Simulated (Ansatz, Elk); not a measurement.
# Bonding as seen by X-rays: CaCo3, part 2 of 2

The structure of CaCo3 used here is made up (a known structure type with other elements) and was relaxed beforehand with PBEsol. The aim is the Fourier transform of its all-electron density, F(hkl), set beside the sum over free spherical atoms that refinements use.

Elk 11.2.3 (patched build); all-electron DFT.

So far: Starting point; Ground state and structure factors; The magnetisation density.

The structure was built from a prototype and need not be the compound's stable phase.

## Step 4: The highest occupied states alone

Level of this step: DFT, PBE, all-electron APW+lo, Dirac cores, scalar-relativistic bands, static density, ferromagnetic start (Elk).

An energy window below the Fermi level keeps the highest occupied states, to see at which angles they scatter; shallow core shells can lie inside it and anion s states outside. No new self-consistency is needed.

Input file elk.in:

```
tasks
  195

xctype
  20

spinpol
  .true.

rgkmax
  7.0

gmaxvr
  14.0

lmaxo
  7

lmaxapw
  8

swidth
  0.002

tshift
  .false.

ramdisk
  .false.

hmaxvr
  5.5

maxscl
  120

epspot
  1e-06

reducebf
  0.8

wsfac
  -0.207540 0.533450

sppath
  './'

avec
  11.67500061201 -0.00000000000 0.00000000000
  -5.83750030600 10.11084711920 0.00000000000
  0.00000000000 0.00000000000 7.44044358278

atoms
  2
  'Co.in'
  6
  0.2511684180 0.1255842090 0.7500000000   0.000000 0.000000 -0.080000
  0.8744157910 0.1255842090 0.7500000000   0.000000 0.000000 -0.080000
  0.8744157910 0.7488315820 0.7500000000   0.000000 0.000000 -0.080000
  0.7488315820 0.8744157910 0.2500000000   0.000000 0.000000 -0.080000
  0.1255842090 0.8744157910 0.2500000000   0.000000 0.000000 -0.080000
  0.1255842090 0.2511684180 0.2500000000   0.000000 0.000000 -0.080000
  'Ca.in'
  2
  0.6666666667 0.3333333333 0.2500000000   0.000000 0.000000 0.000000
  0.3333333333 0.6666666667 0.7500000000   0.000000 0.000000 0.000000

ngridk
  4 4 5
```

Run with:

```sh
OMP_NUM_THREADS=4 elk
```

Numbers of over 12 decimals in the logs are rounded to 6 here.

Output:

```text
┌─────────────────────────────────┐
│ Elk code version 11.2.3 started │
└─────────────────────────────────┘

Info(readinput): the functional depends on the density's gradient
 muffin-tin radial points multiplied by    2.00000
 (not where nrmtscf is given)

┌────────────────────┐
│ Current task : 195 │
└────────────────────┘
Info(checkmt): changed muffin-tin radius of species 1 (Co) from   2.4000 to   2.1743

Info(sfacrho): density structure factors written to SFACRHO.OUT

 Energy window :  -0.2075400000      0.5334500000

┌──────────────────┐
│ Elk code stopped │
└──────────────────┘
```

Elapsed: 13 s, on 4 threads of Intel Xeon Platinum 8488C (Sapphire Rapids), shared host; peak memory 0.38 GiB; 19 s of CPU time.

States within 12 eV below the Fermi level hold 58.00 electrons; any levels below the window count with the cores. Their amplitudes can exceed the total, where window and core parts have opposite phase:

| hkl | sin θ/λ (Å⁻¹) | abs F, window | abs F, all |
| --- | --- | --- | --- |
| 100 | 0.093 | 20.653 | 52.919 |
| 001 | 0.127 | 0.000 | 0.000 |
| 101 | 0.158 | 4.728 | 7.952 |
| 110 | 0.162 | 4.761 | 11.540 |
| 200 | 0.187 | 10.471 | 58.504 |
| 111 | 0.206 | 0.000 | 0.000 |
| 201 | 0.226 | 17.314 | 104.503 |
| 210 | 0.247 | 7.893 | 51.415 |
| 002 | 0.254 | 22.967 | 140.466 |
| 102 | 0.271 | 9.876 | 39.589 |

## Step 5: Another functional

The difference from free atoms is small, so it is set against the change that PBEsol makes.

elk.in: that of step 4 with these lines changed.

```diff
@@ -1,6 +1,8 @@
 tasks
+  0
   195
+  196
 
 xctype
-  20
+  22
 
@@ -42,5 +44,2 @@
 
-wsfac
-  -0.207540 0.533450
-
 sppath
```

Run with:

```sh
OMP_NUM_THREADS=4 elk
```

Output:

```text
┌─────────────────────────┐
│ Elk code version 11.2.3 │
└─────────────────────────┘

All units are atomic (Hartree, Bohr, etc.)

┌─────────────────────────────────────────────────┐
│ Ground-state run starting from atomic densities │
└─────────────────────────────────────────────────┘

Lattice vectors :
   11.67500061      -0.000000000       0.000000000
  -5.837500306       10.11084712       0.000000000
   0.000000000       0.000000000       7.440443583

Reciprocal lattice vectors :
  0.5381743022      0.3107150782      -0.000000000
[...]
total charge                :    202.0000000
 error                       :   0.9226369821E-02

Moments :
 interstitial                :  -0.3520506321
 muffin-tins
  species : 1 (Co)
[...]
species : 2 (Ca)
   atom 1                    :  -0.5289549657E-01
   atom 2                    :  -0.5289549657E-01
 total in muffin-tins        :    9.743342621
 total moment                :    9.391291989

┌──────────────────────────────┐
│ Self-consistent loop stopped │
└──────────────────────────────┘

Warning : core states of species 1 leak from the muffin-tin :   0.1533830000E-02

Wrote STATE.OUT
[key lines of the parts left out:]
total energy                :     -9712.4772566511
```

The job ended after 6.3 min (4 threads; peak memory 0.7 GiB).

Against the first run R = 0.03 %; the largest change is -0.080 at 002. The moment goes from 9.39 to 9.39 μB.

## Step 6: Basis size

The basis and the expansions that go with it are enlarged, to see whether the differences are converged.

elk.in: that of step 5 with these lines changed.

```diff
@@ -6,3 +6,3 @@
 xctype
-  22
+  20
 
@@ -12,12 +12,12 @@
 rgkmax
-  7.0
+  8.5
 
 gmaxvr
-  14.0
+  18.0
 
 lmaxo
-  7
+  9
 
 lmaxapw
-  8
+  10
```

Run with:

```sh
OMP_NUM_THREADS=4 elk
```

Output:

```text
┌─────────────────────────┐
│ Elk code version 11.2.3 │
└─────────────────────────┘

All units are atomic (Hartree, Bohr, etc.)

┌─────────────────────────────────────────────────┐
│ Ground-state run starting from atomic densities │
└─────────────────────────────────────────────────┘

Lattice vectors :
   11.67500061      -0.000000000       0.000000000
  -5.837500306       10.11084712       0.000000000
   0.000000000       0.000000000       7.440443583

Reciprocal lattice vectors :
  0.5381743022      0.3107150782      -0.000000000
[...]
total charge                :    202.0000000
 error                       :   0.9037160276E-02

Moments :
 interstitial                :  -0.4086270111
 muffin-tins
  species : 1 (Co)
[...]
species : 2 (Ca)
   atom 1                    :  -0.5426958850E-01
   atom 2                    :  -0.5426958850E-01
 total in muffin-tins        :    9.775742774
 total moment                :    9.367115763

RMS change in Kohn-Sham potential (target) :   0.1352520559E-05 (  0.1000000000E-05)
Absolute change in total energy (target)   :   0.7000118239E-04 (  0.1000000000E-03)

┌──────────────────┐
│ Loop number : 19 │
└──────────────────┘
[key lines of the parts left out:]
total energy                :     -9721.5683849181
```

It took 8.9 min on 4 threads; peak memory 1 GiB.

The run was cut off at its time limit.

## Step 7: Settings against the effect

| run | R against the first run (%) | R against neutral atoms, low angle (%) | wall time |
| --- | --- | --- | --- |
| PBE, rgkmax 7 | 0.00 | 0.66 | 6.3 min |
| PBEsol | 0.03 | 0.69 | 6.3 min |

## Step 8: Summary of results

- R against neutral atoms, sin θ/λ < 0.3 Å⁻¹: 0.66 %
- R against neutral atoms, 0.3 to 0.81 Å⁻¹: 0.28 %

Independent neutral atoms miss the calculated amplitudes by R = 0.66 % below 0.3 Å⁻¹ and 0.28 % from there to 0.81 Å⁻¹; by shells, 0.85 % below 0.15 Å⁻¹ (1 form), 0.65 % 0.15 to 0.3 (9 forms), 0.33 % 0.3 to 0.45 (18 forms), 0.26 % above 0.45 (107 forms). Bonding, aspherical density and the tables' own atoms all enter these figures, and the runs don't part them. The largest change of an amplitude is -0.67 electrons, at 002. The magnetic order is that of the start. No other order was tried here, and an antiferromagnetic one would change or move the magnetic intensity. The window's part falls from 58.0 electrons at the origin to at most 7.08 between 0.45 and 0.81 Å⁻¹, where compact states inside the window still scatter. Below 0.3 Å⁻¹ the changes that finished (PBEsol) move F by R = 0.03 % at most, against the 0.66 % that separates it from free atoms. The magnetic factors move by R = 0.9 % (PBEsol). The basis has no finished test. The k-mesh has no finished test. Part of the difference isn't bonding: the tables are fits to free atoms and ions calculated by other methods than this functional. Thermal motion, anomalous dispersion and extinction are left out.

[Logs are printed without paths, hosts, clocks, repeated set-up lines and the standing remarks that a program may print on its own settings, such as how far it seeks lower states.]

[Hosts, paths, dates, database ids (printed as entryN), source tags and the programs' standing remarks are cut or masked in the printed files.]
